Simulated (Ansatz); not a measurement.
**A hypothetical structure for TlVN2**

This structure for TlVN2 is made up. Its elements were placed in a known structure type with a cell scaled to their sizes. What cell does the guess relax to, and how far off was it?

Calculated with Ansatz 0.2.0; DFT, PBEsol, plane-wave PAW, files of the set soft_1, scalar-relativistic, ferromagnetic start, cell and ions relaxed at zero pressure; PAW set soft_1, in the first sound run; inputs show where later runs differ.

## 1. The starting structure

The structure is trigonal, space group R-3m (No. 166). The conventional cell has a = 3.208 Å, b = 3.208 Å, c = 15.561 Å, α = 90.00°, β = 90.00°, γ = 120.00°. Nearest to Tl lie 6 N at 2.29 Å. V has 6 N at 2.23 Å nearest. Nearest to N lie 3 V at 2.23 Å and 3 Tl at 2.29 Å. Farther neighbours and most contacts between anions are not listed.

## 2. Relaxation of the guess

The guessed cell has no reason to be at equilibrium. It is relaxed with the atoms, within the space group of the guess.

File input.yaml:

```yaml
crystal:
  lattice:
    - [1.604, 0.926069832, 5.187]
    - [-1.604, 0.926069832, 5.187]
    - [0.0, -1.852139664, 5.187]
  atoms:
    - { symbol: Tl, position: [0.5, 0.5, 0.5] }
    - { symbol: V, position: [0.0, 0.0, 0.0], spin: 2.0 }
    - { symbol: "N", position: [0.7468, 0.7468, 0.7468] }
    - { symbol: "N", position: [0.2532, 0.2532, 0.2532] }
magnetization:
  spin_polarized: true
kpoints:
  mp_grid: { grid: [10, 10, 10] }
scf:
  occupations: { method: fermi_dirac, width: 0.05 }
hamiltonian:
  xc: pbesol
  pseudopotentials: { kind: paw, azcp: { folder: soft_1 }, xc_functional: pbe }
relax:
  f_tol: 0.015
  max_steps: 70
  cell: {}
output:
  forces: true
  stress: true
```

Launch:

```sh
$ ansatz run input.yaml --threads 4 --pin off --max-ram 8192MiB --backend cpu --events-out ev --progress --plain --runs-dir out
```

Numbers of over 12 decimals in the logs are rounded to 6 here.

The program printed:

```text
basis.fft_grid_basis auto: the FFT boxes are laid along the combinations [[1, 0, -1], [0, 1, -1], [0, 0, 1]] of the cell's own vectors, 3.208, 3.208 and 5.508 Å long. The dense box has 24×24×40 points. Along the cell's own vectors, as sized, it would have 40×40×40, 2.78 times as many. Of the 12 symmetry operations that the crystal satisfies within crystal.symmetry.tolerance (time reversal apart; of a slab, those that [...]
Engine: ansatz 0.2.0, aarch64-unknown-linux-gnu
Pseudopotentials: kind: paw
Pseudopotential: Tl, paw, valence charge 13, recommended cutoff 420 eV (normal), soft_1/Tl.paw.azcp
Pseudopotential: V, paw, valence charge 13, recommended cutoff 420 eV (normal), soft_1/V.paw.azcp
Pseudopotential: N, paw, valence charge 5, recommended cutoff 420 eV (normal), soft_1/N.paw.azcp
Functional definition: PBEsol
  exchange = pbesol_x
  correlation = pbesol_c
Crystal: 4 atoms, lattice volume = 46.229 Å³
Basis set: ecut = 420 eV, 923 PW (Γ), FFT grids on a1−a3, a2−a3, a3, exchange–correlation on 48×48×80 points (8 copies of the dense FFT grid, shifted against one another)
Bands: 23, of which v1, the nominal top of the filled ones, is band 18 counted from 1 (17 counted from 0)
Symmetry: 12 space group operations
Space group: R-3m (ITA 166), of the structure as read, at distance tolerance 3.6e-5 Å
Magnetic group: BNS 166.97 (UNI 1327), of the structure as read, at distance tolerance 3.6e-5 Å
k-points: 116 of 1000
Non-local potential: Tl, projectors of the file, l = 0: 2, l = 1: 2, l = 2: 2, l = 3: 1
Non-local potential: V, projectors of the file, l = 0: 3, l = 1: 2, l = 2: 3, l = 3: 1
Non-local potential: N, projectors of the file, l = 0: 2, l = 1: 2, l = 2: 1
PAW form: soft (Blöchl's): semilocal exchange-correlation on the pseudo side does not see the compensation charge
PAW frozen core: Tl, regenerated for the run's functional, and the local potential with it (the file was generated under x = pbe(κ = 0.804, μ = 0.219515), c = pbe(β = 0.066725))
PAW frozen core: V, regenerated for the run's functional, and the local potential with it (the file was generated under x = pbe(κ = 0.804, μ = 0.219515), c = pbe(β = 0.066725))
PAW frozen core: N, regenerated for the run's functional, and the local potential with it (the file was generated under x = pbe(κ = 0.804, μ = 0.219515), c = pbe(β = 0.066725))
PAW one-centre angular grid: Tl, 590 points (default); XC on 64 Gauss nodes
PAW one-centre angular grid: V, 590 points (default); XC on 64 Gauss nodes
PAW one-centre angular grid: N, 110 points (default); XC on 64 Gauss nodes
Initial density: superposition of atomic densities (chi_scale 0.1, normalization cell, long waves kept (reshape's long-wave potential 0.04 eV rms))
Starting moments: Σ|m| = 2 μB on 1 of 4 sites
Initial wavefunctions: pseudopotential atomic-orbital guess
Functional: x = pbesol(κ = 0.804, μ = 0.123457), c = pbesol(β = 0.046)
SCF iter   1: F=—  HF=-14938.452598 eV  |F-HF|=—  |Δ(HF+E_count)|=         —  Δρ=3.00e-2 (↑3.00e-2 ↓2.83e-2)  dr2=1.33e0  dr2_m=7.32e-2  M=1.994 μB ∫|m|=2.082 μB  β_m=0.30  ethr=3.10e-3  ⟨swp⟩=4.9  Hψ=19698  notcnv=0
Mixer restart at iter 1: flushing history
preconditioner: auto → Kerker (q_TF=auto, 2.617 Å⁻¹)  [metal: Δε(μ)=0.007 eV  Ē_g=10.288 eV  σ=0.050 eV  W_gap=0.04  n_scr=16 (ndim 8)  ℏωp=28.9 eV  f_vac=0.000  D(μ)=2.25/eV (n_scr^D=22)]
spin=Collinear: Kerker preconditioning applied to the charge; magnetization (m = ρ↑ − ρ↓) channel mixes plain (no charge-response kernel on spin).
SCF iter   2: F=—  HF=-14938.104301 eV  |F-HF|=—  |Δ(HF+E_count)|=   3.48e-1  Δρ=2.04e-2 (↑2.04e-2 ↓1.90e-2)  dr2=4.71e-1  dr2_m=4.15e-2  M=1.998 μB ∫|m|=2.111 μB  β_m=0.48  ethr=3.10e-3  ⟨swp⟩=2.0  Hψ=8139  notcnv=0  defer=25
SCF iter   3: F=—  HF=-14938.109314 eV  |F-HF|=—  |Δ(HF+E_count)|=   5.01e-3  Δρ=1.12e-2 (↑1.12e-2 ↓9.12e-3)  dr2=1.94e-1  dr2_m=7.61e-3  M=2.000 μB ∫|m|=2.163 μB  β_m=0.74  ethr=1.31e-3  ⟨swp⟩=2.1  Hψ=7248  notcnv=0  defer=25
SCF iter   4: F=—  HF=-14938.130994 eV  |F-HF|=—  |Δ(HF+E_count)|=         —  Δρ=2.19e-3 (↑2.19e-3 ↓2.06e-3)  dr2=2.46e-2  dr2_m=1.61e-4  M=2.000 μB ∫|m|=2.206 μB  β_m=0.74  ethr=5.39e-4  ⟨swp⟩=2.0  Hψ=7772  notcnv=0  defer=25
Mixer restart at iter 4: flushing history
SCF iter   5: F=—  HF=-14938.127584 eV  |F-HF|=—  |Δ(HF+E_count)|=   3.41e-3  Δρ=1.54e-3 (↑1.54e-3 ↓1.24e-3)  dr2=6.33e-3  dr2_m=1.02e-4  M=2.000 μB ∫|m|=2.207 μB  β_m=0.80  ethr=6.83e-5  ⟨swp⟩=2.0  Hψ=7454  notcnv=0  defer=38
SCF iter   6: F=—  HF=-14938.128241 eV  |F-HF|=—  |Δ(HF+E_count)|=   6.57e-4  Δρ=8.32e-4 (↑8.32e-4 ↓4.29e-4)  dr2=7.46e-4  dr2_m=4.26e-5  M=2.000 μB ∫|m|=2.212 μB  β_m=0.75  ethr=1.76e-5  ⟨swp⟩=2.0  Hψ=10450  notcnv=0  defer=40
SCF iter   7: F=—  HF=-14938.128007 eV  |F-HF|=—  |Δ(HF+E_count)|=   2.33e-4  Δρ=2.59e-4 (↑2.59e-4 ↓2.12e-4)  dr2=1.25e-4  dr2_m=1.09e-6  M=2.000 μB ∫|m|=2.210 μB  β_m=0.85  ethr=2.07e-6  ⟨swp⟩=2.1  Hψ=8887  notcnv=0  defer=40
SCF iter   8: F=—  HF=-14938.127995 eV  |F-HF|=—  |Δ(HF+E_count)|=   1.20e-5  Δρ=1.47e-4 (↑1.47e-4 ↓7.39e-5)  dr2=2.82e-5  dr2_m=1.03e-6  M=2.000 μB ∫|m|=2.211 μB  β_m=0.92  ethr=3.46e-7  ⟨swp⟩=2.1  Hψ=9534  notcnv=0  defer=40
SCF iter   9: F=—  HF=-14938.127993 eV  |F-HF|=—  |Δ(HF+E_count)|=   2.05e-6  Δρ=7.06e-5 (↑7.06e-5 ↓2.57e-5)  dr2=6.29e-6  dr2_m=2.99e-7  M=2.000 μB ∫|m|=2.211 μB  β_m=0.88  ethr=7.83e-8  ⟨swp⟩=1.9  Hψ=6322  notcnv=0  defer=40
SCF iter  10: F=—  HF=-14938.127992 eV  |F-HF|=—  |Δ(HF+E_count)|=   8.99e-7  Δρ=8.12e-6 (↑8.12e-6 ↓8.12e-6)  dr2=1.63e-7  dr2_m=4.52e-9  M=2.000 μB ∫|m|=2.211 μB  β_m=0.94  ethr=1.75e-8  ⟨swp⟩=2.2  Hψ=7250  notcnv=0  defer=40
SCF iter  11: F=-14938.127992 eV  HF=-14938.127992 eV  |F-HF|=2.46e-9  |Δ(HF+E_count)|=   2.27e-8  Δρ=1.55e-6 (↑1.42e-6 ↓1.55e-6)  dr2=6.40e-9  dr2_m=4.63e-11  M=2.000 μB ∫|m|=2.211 μB  ethr=2.78e-10  ⟨swp⟩=2.1  Hψ=19149  notcnv=0
SCF 1 converged in 11 iterations: F = -14938.127992 eV  dr2 = 6.40e-9
  greatest PAW one-centre occupation: 1.000 electrons in one spin orbital (limit 2), on the V atom at site 1 (counted from 0), in its partial waves of l = 0
relax step   1: F+E_penalty+E_count = -14938.12799242 eV  Δ(F+E_penalty+E_count) = +0.000e0 eV  max|allowed force component| = 2.549e0 eV/Å  Δτ_max = 0.0000 Å  P = +3.380 GPa  Ω = 46.229 Å³  (11 SCF iters, dr2 threshold 1.00e-7 eV, accepted)
Crystal: 4 atoms, lattice volume = 47.460 Å³
Basis set: ecut = 420 eV, 919 PW (Γ), FFT grids on a1−a3, a2−a3, a3, exchange–correlation on 48×48×80 points (8 copies of the dense FFT grid, shifted against one another)
Initial density: handed on by an earlier stage of this run
[...]
relax step   9: F+E_penalty+E_count = -14940.44090642 eV  Δ(F+E_penalty+E_count) = -1.031e-1 eV  max|allowed force component| = 4.241e-3 eV/Å  Δτ_max = 0.0000 Å  P = +2.225 GPa  Ω = 48.364 Å³  stress off target by 5.94e0 GPa  SCF on the basis re-selected at this cell (its energy is not comparable with the rows above)  (11 SCF iters)
relax step  10: F+E_penalty+E_count = -14940.46680179 eV  Δ(F+E_penalty+E_count) = -2.590e-2 eV  max|allowed force component| = 3.781e-2 eV/Å  Δτ_max = 0.0139 Å  P = +0.352 GPa  Ω = 49.243 Å³  energy of the carried Pulay correction = -1.964e-3 eV  (11 SCF iters, dr2 threshold 4.00e-7 eV, accepted)
relax step  11: F+E_penalty+E_count = -14940.46505132 eV  Δ(F+E_penalty+E_count) = +1.750e-3 eV  max|allowed force component| = 2.399e-2 eV/Å  Δτ_max = 0.0141 Å  P = -1.109 GPa  Ω = 50.111 Å³  energy of the carried Pulay correction = -4.205e-3 eV  (10 SCF iters, dr2 threshold 4.00e-7 eV, accepted)
relax step  12: F+E_penalty+E_count = -14940.46916973 eV  Δ(F+E_penalty+E_count) = -4.118e-3 eV  max|allowed force component| = 5.290e-3 eV/Å  Δτ_max = 0.0058 Å  P = +0.041 GPa  Ω = 49.592 Å³  energy of the carried Pulay correction = -2.820e-3 eV  (10 SCF iters, dr2 threshold 4.00e-7 eV, accepted)
relax step  13: F+E_penalty+E_count = -14940.46916066 eV  Δ(F+E_penalty+E_count) = +9.063e-6 eV  max|allowed force component| = 1.178e-4 eV/Å  Δτ_max = 0.0002 Å  P = +0.000 GPa  Ω = 49.597 Å³  energy of the carried Pulay correction = -2.832e-3 eV  (9 SCF iters, dr2 threshold 6.33e-9 eV, accepted)
relax step  14: F+E_penalty+E_count = -14940.47290828 eV  Δ(F+E_penalty+E_count) = -3.748e-3 eV  max|allowed force component| = 2.911e-4 eV/Å  Δτ_max = 0.0000 Å  P = +0.020 GPa  Ω = 49.597 Å³  stress off target by 1.69e-1 GPa  SCF on the basis re-selected at this cell (its energy is not comparable with the rows above)  (10 SCF iters)
relax step  15: F+E_penalty+E_count = -14940.47289175 eV  Δ(F+E_penalty+E_count) = +1.653e-5 eV  max|allowed force component| = 6.184e-4 eV/Å  Δτ_max = 0.0005 Å  P = +0.005 GPa  Ω = 49.621 Å³  energy of the carried Pulay correction = -4.947e-5 eV  (9 SCF iters, dr2 threshold 7.13e-8 eV, accepted)
iter 1 solved again at ethr=4.32e-8 eV; its pass at ethr=3.10e-3 eV (dr2=1.55e-5 eV) is discarded
SCF iter   1: F=—  HF=-14940.472960 eV  |F-HF|=—  |Δ(HF+E_count)|=         —  Δρ=2.24e-5 (↑2.24e-5 ↓2.23e-5)  dr2=2.30e-8  dr2_m=7.20e-12  M=0.000 μB ∫|m|=0.000 μB  β_m=0.65  ethr=4.32e-8  ⟨swp⟩=3.0  Hψ=36228  notcnv=0
preconditioner: auto → none  [metal: Δε(μ)=0.040 eV  Ē_g=10.006 eV  σ=0.050 eV  W_gap=0.20  n_scr=4 (ndim 8)  ℏωp=27.9 eV  f_vac=0.000  D(μ)=0.97/eV (n_scr^D=2)]
SCF iter   2: F=—  HF=-14940.472965 eV  |F-HF|=—  |Δ(HF+E_count)|=   5.65e-6  Δρ=7.86e-6 (↑7.85e-6 ↓7.86e-6)  dr2=6.42e-9  dr2_m=3.04e-12  M=0.000 μB ∫|m|=0.000 μB  β_m=0.57  ethr=6.39e-11  ⟨swp⟩=2.2  Hψ=9215  notcnv=0
SCF iter   3: F=—  HF=-14940.472966 eV  |F-HF|=—  |Δ(HF+E_count)|=   1.89e-7  Δρ=3.62e-6 (↑3.61e-6 ↓3.62e-6)  dr2=6.70e-9  dr2_m=1.73e-12  M=0.000 μB ∫|m|=0.000 μB  β_m=0.48  ethr=1.78e-11  ⟨swp⟩=2.0  Hψ=9020  notcnv=0
SCF iter   4: F=—  HF=-14940.472966 eV  |F-HF|=—  |Δ(HF+E_count)|=   4.57e-8  Δρ=5.46e-7 (↑5.46e-7 ↓5.05e-7)  dr2=5.79e-10  dr2_m=9.01e-13  M=0.000 μB ∫|m|=0.000 μB  β_m=0.40  ethr=1.78e-11  ⟨swp⟩=2.0  Hψ=6668  notcnv=0
SCF iter   5: F=—  HF=-14940.472966 eV  |F-HF|=—  |Δ(HF+E_count)|=   4.97e-8  Δρ=1.36e-7 (↑1.35e-7 ↓1.36e-7)  dr2=1.51e-11  dr2_m=7.45e-13  M=0.000 μB ∫|m|=0.000 μB  β_m=0.67  ethr=1.61e-12  ⟨swp⟩=2.0  Hψ=6995  notcnv=0
SCF iter   6: F=—  HF=-14940.472966 eV  |F-HF|=—  |Δ(HF+E_count)|=  1.33e-10  Δρ=8.83e-8 (↑5.05e-8 ↓8.83e-8)  dr2=1.70e-11  dr2_m=2.07e-13  M=0.000 μB ∫|m|=0.000 μB  β_m=0.78  ethr=1.00e-12  ⟨swp⟩=1.3  Hψ=5411  notcnv=0
SCF iter   7: F=-14940.472966 eV  HF=-14940.472966 eV  |F-HF|=2.91e-11  |Δ(HF+E_count)|=  3.82e-11  Δρ=1.14e-7 (↑1.02e-7 ↓1.14e-7)  dr2=3.20e-11  dr2_m=2.06e-14  M=0.000 μB ∫|m|=0.000 μB  ethr=1.00e-12  ⟨swp⟩=2.8  Hψ=16397  notcnv=0
the starting moments were not kept: the SCF closed with an absolute magnetisation of 4.9e-7 μB, where they sum to 2 μB in size (1 site). That is at most 0.1 of that sum. Measured as dr2_m measures the in/out step, that magnetisation stands 7.4e-14 eV from none, at or under the dr2_threshold of 4.0e-11 eV: it is no larger than a step whose dr2_m would equal this threshold.
SCF 16 converged in 7 iterations: F = -14940.472966 eV  dr2 = 3.20e-11
relax step  16: F+E_penalty+E_count = -14940.47296554 eV  Δ(F+E_penalty+E_count) = -7.379e-5 eV  max|allowed force component| = 6.113e-4 eV/Å  Δτ_max = 0.0000 Å  P = +0.005 GPa  Ω = 49.621 Å³  stress off target by 9.75e-3 GPa  SCF on the basis re-selected at this cell (its energy is not comparable with the rows above)  (7 SCF iters)
basis re-selected at this cell: Δ(F+E_penalty+E_count) = -7.379e-5 eV, ΔP = -0.000 GPa vs the last step (what re-selecting the basis moved, of the pressure what is left beyond the Pulay correction that the steps carried, after the strain that the cell walked since its last selection, with what the two solves' SCF thresholds leave and, on support functions, any second-order correction that the steps lacked; it is no m [...]
SCF converged after 7 iterations
Magnetization: 0.0000 μB (18.0000 up, 18.0000 down)
Absolute magnetization: 0.0000 μB (∫|ρ↑−ρ↓|, with the PAW one-centre terms)
Spin contamination: 0.0000 ħ² per cell (⟨S²⟩ above its minimum at these occupations)
Per-site moments (μB) at R_I (Å): [(-3.939567910700854e-10, 1.167838), (-1.6843684509064984e-7, 0.820505), (1.2009628746024663e-7, 0.820505), (1.2009628746805675e-7, 0.820505)]
Free energy (F): -14940.472966 eV
Harris-Foulkes:  -14940.472966 eV  (|F-HF|=2.91e-11)
Internal energy: -14940.464658 eV  (E = F + TS)
E sigma→0 (E₀):  -14940.468812 eV
Entropy (-TS):   -0.008307 eV (-2.077 meV/atom)
Fermi energy:    13.227495 eV
--- Per-component energies (eV) ---
  E_band       = -106.893047
  E_kinetic    = 814.149268
  E_local      = -2303.661048  (includes V_loc(G=0)·N_el)
  E_nonlocal   = 467.041983
  E_hartree    = 911.140029
  E_xc         = -417.126216
  E_vxc        = -419.313408  (∫ρ·V_xc dr)
  E_paw        = -11379.466523  (= ΣΔE_a)
  E_vpaw       = -487.392977  (= ΣTr[D̂ρ^β])
  E_aug_tail   = 0.002868  (compensation charges beyond the density's cutoff)
  E_ewald      = -3032.789228
  E_core_change = 0.244210  (= ΣΔE_core)
  E_smearing   = -0.008307  (= −TS)
  E_closure    = 0.000000  (closes the sum)
  Σ components = -14940.472966   (vs F -14940.472966, Δ=0.00e0)
--- Forces (eV/Å), atoms counted from 1 ---
  atom   1  Tl    -0.00000000    -0.00000000     0.00000000
  atom   2  V     -0.00000000    -0.00000000     0.00000000
  atom   3  N      0.00000000     0.00000000    -0.00061125
  atom   4  N     -0.00000000    -0.00000000     0.00061125
  max |Σ_I F_I| component: 2.17e-19 eV/Å
--- Stress (GPa, compression-positive) ---
        0.002932      -0.000000      -0.000000
       -0.000000       0.002932      -0.000000
       -0.000000      -0.000000       0.009748
  P = ⅓ Tr σ = 0.0052 GPa (0.052 kbar)
--- Relaxed structure (13 steps of the walk, 13 accepted, 3 SCFs on fresh bases) ---
  F+E_penalty+E_count = -14940.47296554 eV   max|allowed force component| = 6.113e-4 eV/Å   (the final SCF, on the basis selected at the relaxed cell)
  cell:  # Å, volume = 49.6214 Å³
    - [1.476833, 0.852650, 6.567729]
    - [-1.476833, 0.852650, 6.567729]
    - [0, -1.705300, 6.567729]
  atoms:
    - { symbol: Tl, position: [0.5, 0.5, 0.5] }
    - { symbol: V, position: [8.639616309247652e-19, 8.639616309247652e-19, 8.639616309247622e-19] }
    - { symbol: N, position: [0.718636, 0.718636, 0.718636] }
    - { symbol: N, position: [0.281364, 0.281364, 0.281364] }
```

It took 86 s on 4 threads of Arm Neoverse V2, shared host; peak memory 0.54 GiB.

Step by step:

```tsv
step	energy less that of the first step (eV)	largest force component (eV/Å)	pressure (GPa)	volume (Å³)
1	0.0000	2.5485	3.38	46.23
2	-0.7163	1.8287	-3.55	47.46
3	-1.7218	0.4728	8.34	45.88
4	-2.0159	0.5084	6.89	47.06
5	-2.1700	0.0402	-1.56	48.73
6	-2.2079	0.1113	-1.35	48.63
7	-2.2096	0.0485	0.10	48.39
8	-2.2098	0.0007	-0.01	48.36
9*	-2.3129	0.0042	2.22	48.36
10	-2.3388	0.0378	0.35	49.24
11	-2.3371	0.0240	-1.11	50.11
12	-2.3412	0.0053	0.04	49.59
13	-2.3412	0.0001	0.00	49.60
14*	-2.3449	0.0003	0.02	49.60
15	-2.3449	0.0006	0.01	49.62
16*	-2.3450	0.0006	0.01	49.62
```

Relaxation steps marked * repeat the geometry before them on a plane-wave basis chosen anew for their cell, so energy and pressure can jump there.

The run keeps the 12 symmetry operations that it works with, so distortions that break them were not tested.

```tsv
cell as run	before	after	change
a (Å)	5.508	6.786	+23.2 %
b (Å)	5.508	6.786	+23.2 %
c (Å)	5.508	6.786	+23.2 %
α (°)	33.86	25.14	-25.8 %
β (°)	33.86	25.14	-25.8 %
γ (°)	33.86	25.14	-25.8 %
volume (Å³/atom)	11.56	12.41	+7.3 %
```

The atoms that moved most (Å, as changes of fractional coordinates times the final cell):

```tsv
atom	dx	dy	dz	length
N4	0.000	0.000	0.555	0.555
N3	0.000	0.000	-0.555	0.555
```

The relaxed structure:

```xyz
4
Lattice="1.4768 0.8527 6.5677 -1.4768 0.8527 6.5677 0.0000 -1.7053 6.5677" Properties=species:S:1:pos:R:3 pbc="T T T"
Tl    0.0000    0.0000    9.8516
V     0.0000    0.0000    0.0000
N     0.0000    0.0000   14.1594
N     0.0000    0.0000    5.5438
```

Numbers from this step:

```yaml
free_energy: -14940.4730 eV
energy_at_zero_smearing: -14940.4688 eV
smearing_term_ts: 0.008307 eV
fermi_energy: 13.23 eV
electrons: 36
symmetry_operations: 12
pressure: 0.005204 GPa
```

The shortest distance of each pair, which need not be the same contact before and after:

```tsv
pair	guess (Å)	relaxed (Å)
N–V	2.233	1.989
N–N	3.106	2.665
N–Tl	2.290	2.831
Tl–Tl	3.208	2.954
V–V	3.208	2.954
```

The relaxation ends with a largest force component of 6.1e-4 eV/Å and a pressure of 0.01 GPa. The starting moments have collapsed: the run ends non-magnetic.

(Part 1 of 2 ends here.)

[Logs are printed without paths, hosts, clocks, repeated set-up lines and the standing remarks that a program may print on its own settings, such as how far it seeks lower states.]

[Hosts, paths, dates, database ids (printed as entryN), source tags and the programs' standing remarks are cut or masked in the printed files.]
